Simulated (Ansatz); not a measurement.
# Ta wire along [100], 25 atoms a period: bands along the axis

Wanted: the relaxed geometry and the bands of the Ta wire along [100], 25 atoms a period.

Method: DFT PBE, plane waves, PAW; relaxation of a wire's period; PAW set soft_1, in the first sound run; inputs show where later runs differ, in Ansatz 0.2.0.

## 1. Starting point

The cell holds 25 atoms: 25 Ta. Cell: a = 20.080 Å, b = 20.080 Å, c = 3.320 Å, α = 90.0°, β = 90.0°, γ = 90.0°. Vacuum lies along a and b. The structure's axis is c.

## 2. The relaxed wire

Band widths follow the bond lengths, so the wire is relaxed first. The atoms and the third cell vector are free; the box across stays fixed as vacuum. A Fermi-Dirac smearing is set since the result may be a metal. The pressure printed is a third of the stress's trace over the whole box, vacuum included; only the stress along the axis is relaxed.

The input, input.yaml:

```yaml
crystal:
  lattice:
    - [20.08, 0.0, 0.0]
    - [0.0, 20.08, 0.0]
    - [0.0, 0.0, 3.32]
  atoms:
    - { symbol: Ta, position: [0.169322709, 0.5, 0.0] }
    - { symbol: Ta, position: [0.334661355, 0.334661355, 0.0] }
    - { symbol: Ta, position: [0.334661355, 0.5, 0.0] }
    - { symbol: Ta, position: [0.334661355, 0.665338645, 0.0] }
    - { symbol: Ta, position: [0.5, 0.169322709, 0.0] }
    - { symbol: Ta, position: [0.5, 0.334661355, 0.0] }
    - { symbol: Ta, position: [0.5, 0.5, 0.0] }
    - { symbol: Ta, position: [0.5, 0.665338645, 0.0] }
    - { symbol: Ta, position: [0.5, 0.830677291, 0.0] }
    - { symbol: Ta, position: [0.665338645, 0.334661355, 0.0] }
    - { symbol: Ta, position: [0.665338645, 0.5, 0.0] }
    - { symbol: Ta, position: [0.665338645, 0.665338645, 0.0] }
    - { symbol: Ta, position: [0.830677291, 0.5, 0.0] }
    - { symbol: Ta, position: [0.251992032, 0.417330677, 0.5] }
    - { symbol: Ta, position: [0.251992032, 0.582669323, 0.5] }
    - { symbol: Ta, position: [0.417330677, 0.251992032, 0.5] }
    - { symbol: Ta, position: [0.417330677, 0.417330677, 0.5] }
    - { symbol: Ta, position: [0.417330677, 0.582669323, 0.5] }
    - { symbol: Ta, position: [0.417330677, 0.748007968, 0.5] }
    - { symbol: Ta, position: [0.582669323, 0.251992032, 0.5] }
    - { symbol: Ta, position: [0.582669323, 0.417330677, 0.5] }
    - { symbol: Ta, position: [0.582669323, 0.582669323, 0.5] }
    - { symbol: Ta, position: [0.582669323, 0.748007968, 0.5] }
    - { symbol: Ta, position: [0.748007968, 0.417330677, 0.5] }
    - { symbol: Ta, position: [0.748007968, 0.582669323, 0.5] }
kpoints:
  mp_grid: { grid: [1, 1, 25] }
scf:
  occupations: { method: fermi_dirac, width: 0.05 }
hamiltonian:
  xc: pbe
  pseudopotentials: { kind: paw, azcp: { folder: soft_1 } }
relax:
  cell: { fix: [a, b, alpha, beta, gamma] }
  max_steps: 45
  f_tol: 0.03
```

Launch:

```
$ ansatz run input.yaml --threads 16 --pin off --max-ram 61440MiB --backend cuda --events-out ev --progress --plain --runs-dir out --max-vram 78GiB
```

Numbers of over 12 decimals in the logs are rounded to 6 here.

The program printed:

```text
Engine: ansatz 0.2.0, aarch64-unknown-linux-gnu
Pseudopotentials: kind: paw
Pseudopotential: Ta, paw, valence charge 13, recommended cutoff 420 eV (normal), soft_1/Ta.paw.azcp
Functional definition: PBE
  parameter kappa = 0.804
  parameter beta = 0.066725
  exchange = pbe_x(kappa = kappa, mu = beta*pi^2/3)
  correlation = pbe_c(beta = beta)
[...]
Crystal: 25 atoms, lattice volume = 1338.645 Å³
Basis set: ecut = 420 eV, 26235 PW (Γ), exchange–correlation on 270×270×48 points (8 copies of the dense FFT grid, shifted against one another)
Bands: 195, of which v1, the nominal top of the filled ones, is band 163 counted from 1 (162 counted from 0)
Symmetry: 16 space group operations
Space group: P4/mmm (ITA 123), of the structure as read, at distance tolerance 1.1e-4 Å
k-points: 13 of 25
Non-local potential: Ta, projectors of the file, l = 0: 3, l = 1: 2, l = 2: 2, l = 3: 1
PAW form: soft (Blöchl's): semilocal exchange-correlation on the pseudo side does not see the compensation charge
PAW one-centre angular grid: Ta, 590 points (default); XC on 64 Gauss nodes
Initial density: superposition of atomic densities (neutral atoms: chi_scale 0, normalization atom)
Initial wavefunctions: pseudopotential atomic-orbital guess
[...]
Functional: x = pbe(κ = 0.804, μ = 0.219515), c = pbe(β = 0.066725)
SCF iter   1: F=—  HF=-248331.076548 eV  |F-HF|=—  |Δ(HF+E_count)|=         —  Δρ=4.18e-2  dr2=3.60e2  ethr=3.10e-3  ⟨swp⟩=11.9  Hψ=12468  notcnv=0  defer=25
preconditioner: auto → LDOS  [metal: Δε(μ)=0.005 eV  Ē_g=4.071 eV  σ=0.050 eV  W_gap=0.03  n_scr=218 (ndim 8)  ℏωp=11.3 eV  f_vac=0.530  D(μ)=34.15/eV (n_scr^D=218)  β→1.0]
SCF iter   2: F=—  HF=-248315.529558 eV  |F-HF|=—  |Δ(HF+E_count)|=    1.55e1  Δρ=3.55e-2  dr2=1.93e2  ethr=3.10e-3  ⟨swp⟩=7.5  Hψ=8348  notcnv=0  defer=142
[...]
SCF iter  12: F=-248307.154878 eV  HF=-248307.154878 eV  |F-HF|=1.56e-8  |Δ(HF+E_count)|=   9.93e-8  Δρ=7.64e-7  dr2=7.20e-9  ethr=3.08e-11  ⟨swp⟩=3.3  Hψ=8694  notcnv=0
SCF 1 converged in 12 iterations: F = -248307.154878 eV  dr2 = 7.20e-9
  greatest PAW one-centre occupation: 0.999 electrons in one spin orbital (limit 2), on the Ta atom at site 7 (counted from 0), in its partial waves of l = 0
relax step   1: F+E_penalty+E_count = -248307.15487815 eV  Δ(F+E_penalty+E_count) = +0.000e0 eV  max|allowed force component| = 2.414e0 eV/Å  Δτ_max = 0.0000 Å  P = -4.189 GPa  Ω = 1338.645 Å³  fix = [a, b, alpha, beta, gamma]  reactions: a -3.679, b -3.679 GPa  (12 SCF iters, dr2 threshold 1.00e-7 eV, accepted)
[...]
Crystal: 25 atoms, lattice volume = 1296.463 Å³
Basis set: ecut = 420 eV, 25419 PW (Γ), exchange–correlation on 270×270×48 points (8 copies of the dense FFT grid, shifted against one another)
[...]
iter 1 solved again at ethr=2.20e-3 eV; its pass at ethr=3.10e-3 eV (dr2=7.15e0 eV) is discarded
SCF iter   1: F=—  HF=-248310.071327 eV  |F-HF|=—  |Δ(HF+E_count)|=         —  Δρ=1.07e-2  dr2=7.21e0  ethr=2.20e-3  ⟨swp⟩=2.6  Hψ=13841  notcnv=0
preconditioner: auto → LDOS  [metal: Δε(μ)=0.022 eV  Ē_g=3.528 eV  σ=0.050 eV  W_gap=0.11  n_scr=194 (ndim 8)  ℏωp=11.5 eV  f_vac=0.551  D(μ)=32.31/eV (n_scr^D=186)  β→1.0]
SCF iter   2: F=—  HF=-248309.634392 eV  |F-HF|=—  |Δ(HF+E_count)|=   4.37e-1  Δρ=7.04e-3  dr2=2.50e0  ethr=2.20e-3  ⟨swp⟩=3.8  Hψ=4280  notcnv=0  defer=3
[...]
SCF iter   8: F=-248309.304438 eV  HF=-248309.304437 eV  |F-HF|=7.14e-7  |Δ(HF+E_count)|=   3.07e-6  Δρ=6.01e-6  dr2=7.62e-7  ethr=7.69e-10  ⟨swp⟩=5.0  Hψ=9319  notcnv=0
SCF 2 converged in 8 iterations: F = -248309.304438 eV  dr2 = 7.62e-7
  greatest PAW one-centre occupation: 0.999 electrons in one spin orbital (limit 2), on the Ta atom at site 10 (counted from 0), in its partial waves of l = 0
relax step   2: F+E_penalty+E_count = -248309.30443751 eV  Δ(F+E_penalty+E_count) = -2.150e0 eV  max|allowed force component| = 3.075e-1 eV/Å  Δτ_max = 0.1949 Å  P = -0.349 GPa  Ω = 1296.463 Å³  energy of the carried Pulay correction = +3.076e-3 eV  fix = [a, b, alpha, beta, gamma]  reactions: a -0.421, b -0.421 GPa  (8 SCF iters, dr2 threshold 2.50e-6 eV, accepted)
[...]
Crystal: 25 atoms, lattice volume = 1300.790 Å³
[...]
SCF 3 converged in 8 iterations: F = -248309.360342 eV  dr2 = 3.29e-7
relax step   3: F+E_penalty+E_count = -248309.36034154 eV  Δ(F+E_penalty+E_count) = -5.590e-2 eV  max|allowed force component| = 8.034e-2 eV/Å  Δτ_max = 0.0659 Å  P = +0.042 GPa  Ω = 1300.790 Å³  energy of the carried Pulay correction = +2.756e-3 eV  fix = [a, b, alpha, beta, gamma]  reactions: a +0.115, b +0.115 GPa  (8 SCF iters, dr2 threshold 2.50e-6 eV, accepted)
[...]
SCF 4 converged in 7 iterations: F = -248309.367536 eV  dr2 = 1.26e-7
relax step   4: F+E_penalty+E_count = -248309.36753559 eV  Δ(F+E_penalty+E_count) = -7.194e-3 eV  max|allowed force component| = 2.770e-2 eV/Å  Δτ_max = 0.0191 Å  P = -0.021 GPa  Ω = 1296.205 Å³  energy of the carried Pulay correction = +3.095e-3 eV  fix = [a, b, alpha, beta, gamma]  reactions: a -0.036, b -0.036 GPa  (7 SCF iters, dr2 threshold 4.03e-7 eV, accepted)
[...]
SCF 5 converged in 7 iterations: F = -248309.364580 eV  dr2 = 2.37e-11
relax step   5: F+E_penalty+E_count = -248309.36458001 eV  Δ(F+E_penalty+E_count) = +2.956e-3 eV  max|allowed force component| = 2.776e-2 eV/Å  Δτ_max = 0.0000 Å  P = -0.021 GPa  Ω = 1296.205 Å³  fix = [a, b, alpha, beta, gamma]  reactions: a -0.036, b -0.036 GPa  stress off target by 7.65e-3 GPa on what of the cell is left free  SCF on the basis re-selected at this cell (its energy is not comparable with the rows above)  (7 SCF iters)
[...]
SCF converged after 7 iterations
[...]
k-point 12: bands = ["-63.7888", "-63.7888", "-63.7888", "-63.7888", "-63.6162", "-63.6161", "-63.6161", "-63.6161", "-63.5412", "-63.5412", "-63.5412", "-63.5412", "-63.5362", "-63.5362", "-63.5362", "-63.5362", "-63.2850", "-63.2756", "-63.2756", "-63.2755", "-63.2739", "-63.2354", "-63.2328", "-63.2328", "-63.2300", "-30.8430", "-30.8161", "-30.8161", "-30.7837", "-30.7586", "-30.7518", "-30.7518", "-30.7213", " [...]
--- Relaxed structure (4 steps of the walk, 4 accepted, 1 SCFs on fresh bases) ---
  F+E_penalty+E_count = -248309.36458001 eV   max|allowed force component| = 2.776e-2 eV/Å   (the final SCF, on the basis selected at the relaxed cell)
  cell:  # Å, volume = 1296.2053 Å³
    - [20.08, 0.0, 0.0]
    - [0.0, 20.08, 0.0]
    - [0.0, 0.0, 3.214744]
  atoms:
    - { symbol: Ta, position: [0.181686, 0.500000, 0.0] }
    - { symbol: Ta, position: [0.335707, 0.335707, 0.0] }
    - { symbol: Ta, position: [0.335417, 0.500000, 0.0] }
    - { symbol: Ta, position: [0.335707, 0.664293, 0.0] }
    - { symbol: Ta, position: [0.500000, 0.181686, 0.0] }
    - { symbol: Ta, position: [0.500000, 0.335417, 0.0] }
    - { symbol: Ta, position: [0.500000, 0.500000, 0.0] }
    - { symbol: Ta, position: [0.500000, 0.664583, 0.0] }
    - { symbol: Ta, position: [0.500000, 0.818314, 0.0] }
    - { symbol: Ta, position: [0.664293, 0.335707, 0.0] }
    - { symbol: Ta, position: [0.664583, 0.500000, 0.0] }
    - { symbol: Ta, position: [0.664293, 0.664293, 0.0] }
    - { symbol: Ta, position: [0.818314, 0.500000, 0.0] }
    - { symbol: Ta, position: [0.253374, 0.419025, 0.5] }
    - { symbol: Ta, position: [0.253374, 0.580975, 0.5] }
    - { symbol: Ta, position: [0.419025, 0.253374, 0.5] }
    - { symbol: Ta, position: [0.416038, 0.416038, 0.5] }
    - { symbol: Ta, position: [0.416038, 0.583962, 0.5] }
    - { symbol: Ta, position: [0.419025, 0.746626, 0.5] }
    - { symbol: Ta, position: [0.580975, 0.253374, 0.5] }
    - { symbol: Ta, position: [0.583962, 0.416038, 0.5] }
    - { symbol: Ta, position: [0.583962, 0.583962, 0.5] }
    - { symbol: Ta, position: [0.580975, 0.746626, 0.5] }
    - { symbol: Ta, position: [0.746626, 0.419025, 0.5] }
    - { symbol: Ta, position: [0.746626, 0.580975, 0.5] }
```

The job ended after 6.7 s (1 × NVIDIA GB200 with 16 threads of Arm Neoverse V2, shared host; peak memory 1.4 GiB).

Relaxation path:

| step | energy less that of the first step (eV) | largest force component (eV/Å) | pressure (GPa) | volume (Å³) |
| --- | --- | --- | --- | --- |
| 1 | 0.0000 | 2.4142 | -4.19 | 1338.65 |
| 2 | -2.1496 | 0.3075 | -0.35 | 1296.46 |
| 3 | -2.2055 | 0.0803 | 0.04 | 1300.79 |
| 4 | -2.2127 | 0.0277 | -0.02 | 1296.21 |
| 5 | -2.2097 | 0.0278 | -0.02 | 1296.21 |

The log counts 1 steps on a newly chosen plane-wave basis, not all of them marked here; energy and pressure can jump at such steps.

Forces are held to the 16 operations that the run works with; a distortion that breaks them can't arise in this run.

| cell as run | before | after | change |
| --- | --- | --- | --- |
| c (Å) | 3.320 | 3.215 | -3.2 % |

The atoms that moved most (Å, along periodic axes as changes of fractional coordinates times the final cell, across vacuum about the mean position):

| atom | dx | dy | dz | length |
| --- | --- | --- | --- | --- |
| Ta1 | 0.248 | 0.000 | 0.000 | 0.248 |
| Ta5 | 0.000 | 0.248 | 0.000 | 0.248 |
| Ta13 | -0.248 | 0.000 | 0.000 | 0.248 |
| Ta9 | 0.000 | -0.248 | 0.000 | 0.248 |
| Ta16 | 0.034 | 0.028 | 0.000 | 0.044 |
| Ta14 | 0.028 | 0.034 | 0.000 | 0.044 |
| Ta15 | 0.028 | -0.034 | 0.000 | 0.044 |
| Ta20 | -0.034 | 0.028 | 0.000 | 0.044 |

Numbers from this step:

| Quantity | Value |
| --- | --- |
| energy at zero smearing | -248309.2202 eV |
| cell length along the wire | 3.215 Å |

The cell's length comes to 3.215 Å with spin left out.

## 3. Bands of the perfect wire

This step: DFT PBE, plane waves, PAW; bands of a perfect wire; PAW set soft_1 (Ansatz 0.2.0).

At the relaxed period the bands are computed along the axis; those that cross an energy going forward count the channels that a perfect wire would open there.

The input, input.yaml:

```yaml
crystal:
  lattice:
    - [20.08, 0.0, 0.0]
    - [0.0, 20.08, 0.0]
    - [0.0, 0.0, 3.2147437463]
  atoms:
    - { symbol: Ta, position: [0.181686256, 0.5, 0.0] }
    - { symbol: Ta, position: [0.335707009, 0.335707009, 0.0] }
    - { symbol: Ta, position: [0.335417054, 0.5, 0.0] }
    - { symbol: Ta, position: [0.335707009, 0.664292991, 0.0] }
    - { symbol: Ta, position: [0.5, 0.181686256, 0.0] }
    - { symbol: Ta, position: [0.5, 0.335417054, 0.0] }
    - { symbol: Ta, position: [0.5, 0.5, 0.0] }
    - { symbol: Ta, position: [0.5, 0.664582946, 0.0] }
    - { symbol: Ta, position: [0.5, 0.818313744, 0.0] }
    - { symbol: Ta, position: [0.664292991, 0.335707009, 0.0] }
    - { symbol: Ta, position: [0.664582946, 0.5, 0.0] }
    - { symbol: Ta, position: [0.664292991, 0.664292991, 0.0] }
    - { symbol: Ta, position: [0.818313744, 0.5, 0.0] }
    - { symbol: Ta, position: [0.253374061, 0.419025313, 0.5] }
    - { symbol: Ta, position: [0.253374061, 0.580974687, 0.5] }
    - { symbol: Ta, position: [0.419025313, 0.253374061, 0.5] }
    - { symbol: Ta, position: [0.41603839, 0.41603839, 0.5] }
    - { symbol: Ta, position: [0.41603839, 0.58396161, 0.5] }
    - { symbol: Ta, position: [0.419025313, 0.746625939, 0.5] }
    - { symbol: Ta, position: [0.580974687, 0.253374061, 0.5] }
    - { symbol: Ta, position: [0.58396161, 0.41603839, 0.5] }
    - { symbol: Ta, position: [0.58396161, 0.58396161, 0.5] }
    - { symbol: Ta, position: [0.580974687, 0.746625939, 0.5] }
    - { symbol: Ta, position: [0.746625939, 0.419025313, 0.5] }
    - { symbol: Ta, position: [0.746625939, 0.580974687, 0.5] }
kpoints:
  mp_grid: { grid: [1, 1, 25] }
  band_path: { path: ["Γ", Z], npoints: 90 }
scf:
  occupations: { method: fermi_dirac, width: 0.05 }
hamiltonian:
  xc: pbe
  pseudopotentials: { kind: paw, azcp: { folder: soft_1 } }
output:
  dos: { e_range: [-5, 4] }
  write_potential: true
  write_density: true
  volumetric_format: npy
```

The program printed:

```text
[...]
Crystal: 25 atoms, lattice volume = 1296.205 Å³
Basis set: ecut = 420 eV, 25419 PW (Γ)
Bands: 195, of which v1, the nominal top of the filled ones, is band 163 counted from 1 (162 counted from 0)
Symmetry: 16 space group operations
[...]
k-points: 13 of 25
[...]
SCF iter   1: F=—  HF=-248333.156042 eV  |F-HF|=—  |Δ(HF+E_count)|=         —  Δρ=4.10e-2  dr2=2.86e2  ethr=3.10e-3  ⟨swp⟩=11.8  Hψ=13090  notcnv=0  defer=43
[...]
SCF iter   6: F=—  HF=-248309.365464 eV  |F-HF|=—  |Δ(HF+E_count)|=   6.24e-5  Δρ=5.00e-4  dr2=1.04e-2  ethr=1.88e-5  ⟨swp⟩=3.1  Hψ=3751  notcnv=0  defer=123
[...]
SCF iter  10: F=—  HF=-248309.364803 eV  |F-HF|=—  |Δ(HF+E_count)|=   2.75e-3  Δρ=7.50e-6  dr2=2.86e-6  ethr=9.85e-9  ⟨swp⟩=2.1  Hψ=3294  notcnv=0  defer=121
[...]
SCF iter  12: F=-248309.364804 eV  HF=-248309.364804 eV  |F-HF|=6.84e-9  |Δ(HF+E_count)|=   1.41e-7  Δρ=6.18e-7  dr2=1.05e-8  ethr=3.08e-11  ⟨swp⟩=21.7  Hψ=10260  notcnv=0
SCF 1 converged in 12 iterations: F = -248309.364804 eV  dr2 = 1.05e-8
[...]
NSCF: frozen V_eff on 91 k-points
[...]
SCF converged after 12 iterations
[...]
```

Run time: 8 s. Hardware: 1 × NVIDIA GB200 with 16 threads; peak memory 2.2 GiB; 83 s of CPU time.

Reading the cycles: dr2 is the Hartree energy of the density residual (eV), the measure of convergence; HF is the Harris–Foulkes estimate of the energy, which meets the free energy F at convergence.

This step gave:

| Quantity | Value |
| --- | --- |
| energy at zero smearing | -248309.2205 eV |
| band gap on the path through both edges | 0 eV |

Electronic bands along the path, in eV, zero at the Fermi level; # counts the bands kept:

| point | #45 | #46 | #47 | #48 | #49 | #50 | #51 | #52 |
| --- | --- | --- | --- | --- | --- | --- | --- | --- |
| Γ | 0.27 | 0.31 | 0.32 | 0.32 | 0.32 | 0.35 | 0.50 | 0.54 |
| halfway | -0.48 | -0.48 | -0.31 | -0.31 | -0.25 | -0.14 | -0.14 | -0.13 |
| Z | -0.02 | 0.03 | 0.03 | 0.10 | 0.11 | 0.11 | 0.21 | 0.21 |

Between Γ and Z the bands cross the Fermi level 26 times, so a perfect wire would conduct at least 26 G₀, with spin left out.

## 4. Results

- cell length, PBE: 3.215 Å
- ballistic conductance by band crossings, a lower bound, PBE: 26 G₀

What this shows: Under PBE the cell's length is 3.21 Å, and the bands cross the Fermi level 26 times between Γ and Z, which gives a perfect wire at least 26 G₀ (opposite crossings within one step of the path cancel in such a count). No spin was allowed, though thin wires with open d shells can turn magnetic. Spin-orbit coupling is left out, which matters for the bands of heavy atoms.

[Logs are printed without paths, hosts, clocks, repeated set-up lines and the standing remarks that a program may print on its own settings, such as how far it seeks lower states.]

[Hosts, paths, dates, database ids (printed as entryN), source tags and the programs' standing remarks are cut or masked in the printed files.]
